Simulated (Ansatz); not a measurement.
# HfC: optical spectrum from first principles

Aim: the dielectric function of HfC, and the optical constants that follow from it. The cell comes from an older database entry, whose edges can differ from later determinations, mostly by under a per cent.

Calculated with Ansatz 0.2.0; DFT, PBE, plane-wave PAW, default files, scalar-relativistic, independent-particle optical response without local fields.

The database entry behind the starting cell differs from later determinations by our own check (about 0.2 % long), so it need not match the best structure at ambient conditions.

**1. Set-up**

The structure is cubic, space group Fm-3m (No. 225). The conventional cell has a = 4.650 Å, b = 4.650 Å, c = 4.650 Å, α = 90.00°, β = 90.00°, γ = 90.00°. Hf has 6 C at 2.33 Å nearest. Nearest to C lie 6 Hf at 2.33 Å. Farther neighbours are not listed.

**2. Ground state and bands**

First the ground state: is it a metal or has it a gap?

This step: DFT, PBE, plane-wave PAW, default files, scalar-relativistic, ground state (Ansatz 0.2.0).

input.yaml

```yaml
crystal:
  lattice:
    - [0.0, 2.325, 2.325]
    - [2.325, 0.0, 2.325]
    - [2.325, 2.325, 0.0]
  atoms:
    - { symbol: Hf, position: [0.5, 0.5, 0.5] }
    - { symbol: C, position: [0.0, 0.0, 0.0] }
kpoints:
  mp_grid: { grid: [8, 8, 8] }
  band_path:
    path:
      - [[0.0, 0.0, 0.0], [0.5, 0.0, 0.5], [0.5, 0.25, 0.75], [0.375, 0.375, 0.75], [0.0, 0.0, 0.0], [0.5, 0.5, 0.5], [0.625, 0.25, 0.625], [0.5, 0.25, 0.75], [0.5, 0.5, 0.5], [0.375, 0.375, 0.75]]
      - [[0.625, 0.25, 0.625], [0.5, 0.0, 0.5]]
    npoints: 6
scf:
  occupations: { method: fermi_dirac, width: 0.05 }
  n_extra_bands: 6
hamiltonian:
  xc: pbe
  pseudopotentials: { kind: paw }
output:
  forces: true
  stress: true
  populations: true
  write_bands: true
  write_density: true
  write_potential: true
  elf: true
  volumetric_format: npy
```

On the command line:

```bash
$ ansatz run input.yaml --threads 4 --pin off --max-ram 8192MiB --backend cpu --events-out ev --progress --plain --runs-dir out
```

Numbers of over 12 decimals in the logs are rounded to 6 here.

What it wrote:

```text
scf.n_extra_bands = 6 over 15 filled bands (N_el = 30.0): the run solves 21 bands
Engine: ansatz 0.2.0, x86_64-unknown-linux-gnu
Pseudopotentials: kind: paw
Pseudopotential: Hf, paw, valence charge 26, recommended cutoff 420 eV (normal), Hf.paw.azcp
Pseudopotential: C, paw, valence charge 4, recommended cutoff 420 eV (normal), C.paw.azcp
Functional definition: PBE
  parameter kappa = 0.804
  parameter beta = 0.066725
  exchange = pbe_x(kappa = kappa, mu = beta*pi^2/3)
  correlation = pbe_c(beta = beta)
Crystal: 2 atoms, lattice volume = 25.136 Å³
Basis set: ecut = 420 eV, 531 PW (Γ), exchange–correlation on 48×48×48 points (8 copies of the dense FFT grid, shifted against one another)
Bands: 21, of which v1, the nominal top of the filled ones, is band 15 counted from 1 (14 counted from 0)
Symmetry: 48 space group operations
Space group: Fm-3m (ITA 225), of the structure as read, at distance tolerance 2.9e-5 Å
k-points: 29 of 512
Non-local potential: Hf, projectors of the file, l = 0: 3, l = 1: 2, l = 2: 2, l = 3: 3
Non-local potential: C, projectors of the file, l = 0: 2, l = 1: 2, l = 2: 1
PAW form: soft (Blöchl's): semilocal exchange-correlation on the pseudo side does not see the compensation charge
PAW one-centre angular grid: Hf, 590 points (default); XC on 64 Gauss nodes
PAW one-centre angular grid: C, 110 points (default); XC on 64 Gauss nodes
Initial density: superposition of atomic densities (neutral atoms: chi_scale 0, normalization atom), corrected by the library's trained network
Initial wavefunctions: pseudopotential atomic-orbital guess
Functional: x = pbe(κ = 0.804, μ = 0.219515), c = pbe(β = 0.066725)
SCF iter   1: F=—  HF=-15974.139264 eV  |F-HF|=—  |Δ(HF+E_count)|=         —  Δρ=1.76e-3  dr2=7.87e-4  ethr=1.77e-3  ⟨swp⟩=5.4  Hψ=2588  notcnv=0  defer=2
preconditioner: auto → Kerker (q_TF=auto, 2.810 Å⁻¹)  [metal: Δε(μ)=0.078 eV  Ē_g=19.798 eV  σ=0.050 eV  W_gap=0.36  n_scr=14 (ndim 8)  ℏωp=39.2 eV  f_vac=0.000  D(μ)=0.31/eV (n_scr^D=0)]
SCF iter   2: F=—  HF=-15974.138989 eV  |F-HF|=—  |Δ(HF+E_count)|=   2.76e-4  Δρ=8.68e-4  dr2=1.36e-4  ethr=2.62e-6  ⟨swp⟩=2.3  Hψ=1218  notcnv=0  defer=14
SCF iter   3: F=—  HF=-15974.139006 eV  |F-HF|=—  |Δ(HF+E_count)|=   1.71e-5  Δρ=3.72e-4  dr2=1.52e-5  ethr=4.53e-7  ⟨swp⟩=2.2  Hψ=1000  notcnv=0  defer=14
SCF iter   4: F=—  HF=-15974.138981 eV  |F-HF|=—  |Δ(HF+E_count)|=   2.42e-5  Δρ=2.19e-4  dr2=5.42e-6  ethr=5.06e-8  ⟨swp⟩=2.3  Hψ=1029  notcnv=0  defer=14
SCF iter   5: F=—  HF=-15974.138983 eV  |F-HF|=—  |Δ(HF+E_count)|=   1.63e-6  Δρ=3.47e-5  dr2=2.56e-7  ethr=1.81e-8  ⟨swp⟩=2.2  Hψ=1029  notcnv=0  defer=14
SCF iter   6: F=—  HF=-15974.138983 eV  |F-HF|=—  |Δ(HF+E_count)|=   1.36e-7  Δρ=1.00e-5  dr2=2.95e-8  ethr=3.33e-10  ⟨swp⟩=13.7  Hψ=5357  notcnv=0
SCF iter   7: F=-15974.138983 eV  HF=-15974.138983 eV  |F-HF|=2.43e-8  |Δ(HF+E_count)|=   2.23e-8  Δρ=3.31e-6  dr2=3.29e-9  ethr=9.84e-11  ⟨swp⟩=7.3  Hψ=3281  notcnv=0
SCF 1 converged in 7 iterations: F = -15974.138983 eV  dr2 = 3.29e-9
  greatest PAW one-centre occupation: 0.998 electrons in one spin orbital (limit 2), on the Hf atom at site 0 (counted from 0), in its partial waves of l = 0
NSCF: frozen V_eff on 62 k-points
SCF converged after 7 iterations
Free energy (F): -15974.138983 eV
Harris-Foulkes:  -15974.138983 eV  (|F-HF|=2.43e-8)
Internal energy: -15974.136464 eV  (E = F + TS)
E sigma→0 (E₀):  -15974.137723 eV
Entropy (-TS):   -0.002519 eV (-1.259 meV/atom)
Fermi energy:    20.066863 eV
--- Per-component energies (eV) ---
  E_band       = 111.723095
  E_kinetic    = 511.416022
  E_local      = -4987.020526  (includes V_loc(G=0)·N_el)
  E_nonlocal   = -1216.961517
  E_hartree    = 2357.512692
  E_xc         = -348.950769
  E_vxc        = -326.993891  (∫ρ·V_xc dr)
  E_paw        = -7026.691901  (= ΣΔE_a)
  E_vpaw       = 1416.262241  (= ΣTr[D̂ρ^β])
  E_aug_tail   = 0.000006  (compensation charges beyond the density's cutoff)
  E_ewald      = -5263.440471
  E_smearing   = -0.002519  (= −TS)
  E_closure    = 0.000000  (closes the sum)
  Σ components = -15974.138983   (vs F -15974.138983, Δ=0.00e0)
--- Forces (eV/Å), atoms counted from 1 ---
  atom   1  Hf     0.00000000    -0.00000000     0.00000000
  atom   2  C     -0.00000000     0.00000000    -0.00000000
  max |Σ_I F_I| component: 8.28e-29 eV/Å
--- Stress (GPa, compression-positive) ---
        0.215517      -0.000000       0.000000
       -0.000000       0.215517      -0.000000
        0.000000       0.000000       0.215517
  P = ⅓ Tr σ = 0.2155 GPa (2.155 kbar)
--- Band table (eV; the first three rows and the last of 29) ---
  k-point 0: bands = [... 11 lower, 9.1263, 21.1726, 21.1726, 21.1726, 21.4905, 21.4905, 21.4905, 23.4907, ... 2 higher]
  k-point 1: bands = [... 11 lower, 9.1267, 19.3421, 19.8342, 19.8342, 22.0552, 22.0552, 22.4389, 25.0606, ... 2 higher]
  k-point 2: bands = [... 11 lower, 9.3988, 17.1164, 18.3761, 18.3761, 23.1291, 23.1538, 23.1538, 27.6386, ... 2 higher]
  k-point 28: bands = [... 11 lower, 10.5159, 17.1415, 17.3965, 17.3965, 23.7896, 23.7896, 26.8484, 27.1771, ... 2 higher]
--- Löwdin populations: 2 sites ---
  site symbol       q [e]
     0     Hf     25.2381
     1      C      4.7226
  spilling = 0.001307 (of n_electrons = 30.000000)
```

Wall time 1.9 s (4 threads of Intel Xeon Platinum 8488C (Sapphire Rapids), shared host); peak memory 0.36 GiB; 3.1 s of CPU time.

Reading the cycles: dr2 is the Hartree energy of the density residual (eV), the measure of convergence; HF is the Harris–Foulkes estimate of the energy, which meets the free energy F at convergence.

This step gave:

| Item | Value |
| --- | --- |
| free energy | -15974.1390 eV |
| Fermi energy | 20.07 eV |
| electrons | 30 |
| symmetry operations | 48 |
| pressure | 0.2155 GPa |
| volume | 25.14 Å³ |
| gap on the path | 0 eV |

There are states at the Fermi level within the smearing, so the occupations stay smeared and the carriers get a Drude term. The cell is left with a pressure of 0.2 GPa, as it stands unrelaxed at this level.

The electronic bands at the labelled points (eV, zero at the Fermi level; # counts the bands kept):

```csv
point,#8,#9,#10,#11,#12,#13,#14,#15
Γ,-10.94,1.11,1.11,1.11,1.42,1.42,1.42,3.42
halfway,-10.60,-3.53,-0.47,-0.35,-0.35,4.29,5.36,5.36
X,-10.38,-2.56,-1.74,-0.02,-0.02,5.34,6.77,6.77
halfway,-9.99,-2.64,-2.30,-1.65,1.32,5.93,6.47,6.78
W,-9.55,-2.92,-2.67,-2.67,3.72,3.72,6.78,7.11
halfway,-9.60,-3.28,-2.69,-2.07,2.40,4.95,6.64,7.53
K,-9.64,-3.46,-2.69,-1.59,1.64,5.82,6.21,8.25
halfway,-10.21,-3.67,-2.24,-1.89,2.82,3.93,4.94,5.80
Γ,-10.94,1.11,1.11,1.11,1.42,1.42,1.42,3.42
halfway,-10.67,-2.95,-1.69,-1.69,3.06,3.09,3.09,7.57
L,-8.39,-6.10,-2.96,-2.96,5.34,5.34,5.81,6.62
halfway,-8.89,-5.20,-2.77,-2.51,3.67,5.31,5.48,8.78
U,-9.64,-3.46,-2.69,-1.59,1.64,5.82,6.21,8.25
halfway,-9.60,-3.28,-2.69,-2.07,2.40,4.95,6.64,7.53
W,-9.55,-2.92,-2.67,-2.67,3.72,3.72,6.78,7.11
halfway,-9.01,-4.94,-2.73,-2.44,3.94,4.25,6.07,8.91
L,-8.39,-6.10,-2.96,-2.96,5.34,5.34,5.81,6.62
halfway,-8.89,-5.20,-2.77,-2.51,3.67,5.31,5.48,8.78
K,-9.64,-3.46,-2.69,-1.59,1.64,5.82,6.21,8.25
jump to U,-9.64,-3.46,-2.69,-1.59,1.64,5.82,6.21,8.25
halfway,-10.16,-2.61,-2.26,-0.59,0.38,6.29,6.51,6.62
X,-10.38,-2.56,-1.74,-0.02,-0.02,5.34,6.77,6.77
```

The electronic bands as a text plot (rows in eV, shown from -8.0 to 6.8 only):

```
    6.5 |*    ***********  **     *      *      *****   *     ***
    5.9 |  **      *    **   **     **   **  ***     *****  ***
    5.3 |    *  *** *     ***            ****** *      ******   *
    4.7 | *   **     * *  ********      * *      *    ** *
    4.1 |  ***        *    **** ** *   *   *        ***   *
    3.4 |**           *   *    *  *         *     **       *
    2.8 |            *       ***    ***      *   *          *
    2.2 | *         *  *       *** ***        * *
    1.6 |*              **      ****           *             *
    1.0 |**        *              *                           *
    0.3 | ***     *             ** *                           *
   -0.3 | *********             ** *                            *
   -0.9 |     **   *           *    **                         *
   -1.5 |       **      **     *    ***        *             ** *
   -2.1 |  **     ***  *  *  ***       *     ** ** **       *  *
   -2.7 |       *************         * *************************
   -3.4 |    *         ***   **                *** *         *
   -4.0 |     **                              *     *
   -4.6 |                 ***          *     *              *
   -5.2 |                               *   *        *     *
   -5.8 |                                ***          *****
   -6.5 |
   -7.1 |
   -7.7 |
         Γ       X    W  K        Γ      L     U  W     L   K|U X
```

ELF in the ac plane of the conventional cell at fractional y = 0.000, with atoms of Hf and C within 0.2 Å of it. It is the smooth field of the valence electrons, not physical close to the nuclei.

Values, 14 rows by 14 columns, each cell a mean:
```
0.32 0.65 0.74 0.36 0.34 0.73 0.83 0.82 0.82 0.56 0.24 0.59 0.75 0.44
0.73 0.78 0.70 0.33 0.19 0.50 0.73 0.78 0.65 0.31 0.18 0.55 0.77 0.75
0.60 0.58 0.49 0.26 0.13 0.19 0.34 0.38 0.26 0.13 0.18 0.40 0.55 0.59
0.27 0.21 0.17 0.19 0.26 0.33 0.36 0.37 0.35 0.31 0.24 0.18 0.18 0.24
0.61 0.46 0.20 0.17 0.49 0.70 0.74 0.75 0.73 0.63 0.31 0.13 0.31 0.56
0.83 0.76 0.46 0.21 0.58 0.78 0.65 0.56 0.73 0.73 0.35 0.26 0.65 0.82
0.79 0.83 0.61 0.27 0.60 0.73 0.32 0.13 0.56 0.75 0.37 0.38 0.78 0.82
0.82 0.82 0.56 0.24 0.59 0.75 0.44 0.32 0.65 0.74 0.36 0.34 0.73 0.83
0.78 0.65 0.31 0.18 0.55 0.77 0.75 0.73 0.78 0.70 0.33 0.19 0.50 0.73
0.38 0.26 0.13 0.18 0.40 0.55 0.59 0.60 0.58 0.49 0.26 0.13 0.19 0.34
0.37 0.35 0.31 0.24 0.18 0.18 0.24 0.27 0.21 0.17 0.19 0.26 0.33 0.36
0.75 0.73 0.63 0.31 0.13 0.31 0.56 0.61 0.46 0.20 0.17 0.49 0.70 0.74
0.56 0.73 0.73 0.35 0.26 0.65 0.82 0.83 0.76 0.46 0.21 0.58 0.78 0.65
0.13 0.56 0.75 0.37 0.38 0.78 0.82 0.79 0.83 0.61 0.27 0.60 0.73 0.32
```

Valence density in the ac plane of the conventional cell at fractional y = 0.000, with atoms of Hf and C within 0.2 Å of it. It is the smooth field of the valence electrons, not physical close to the nuclei.

Ten steps, logarithmic in the rise over the least value, from '0' (0 e/Å³) to '9' (32 e/Å³), each cell a mean:
```
33212699841123
32101467520122
11000123200011
11000011100001
54100122110024
87411233311258
98511333321379
98411233321269
75201223210146
32000111100012
11000011100001
21100245410012
33112588741123
33213799851133
```

(Part 1 of 2 ends here.)

[Logs are printed without paths, hosts, clocks, repeated set-up lines and the standing remarks that a program may print on its own settings, such as how far it seeks lower states.]

[Hosts, paths, dates, database ids (printed as entryN), source tags and the programs' standing remarks are cut or masked in the printed files.]
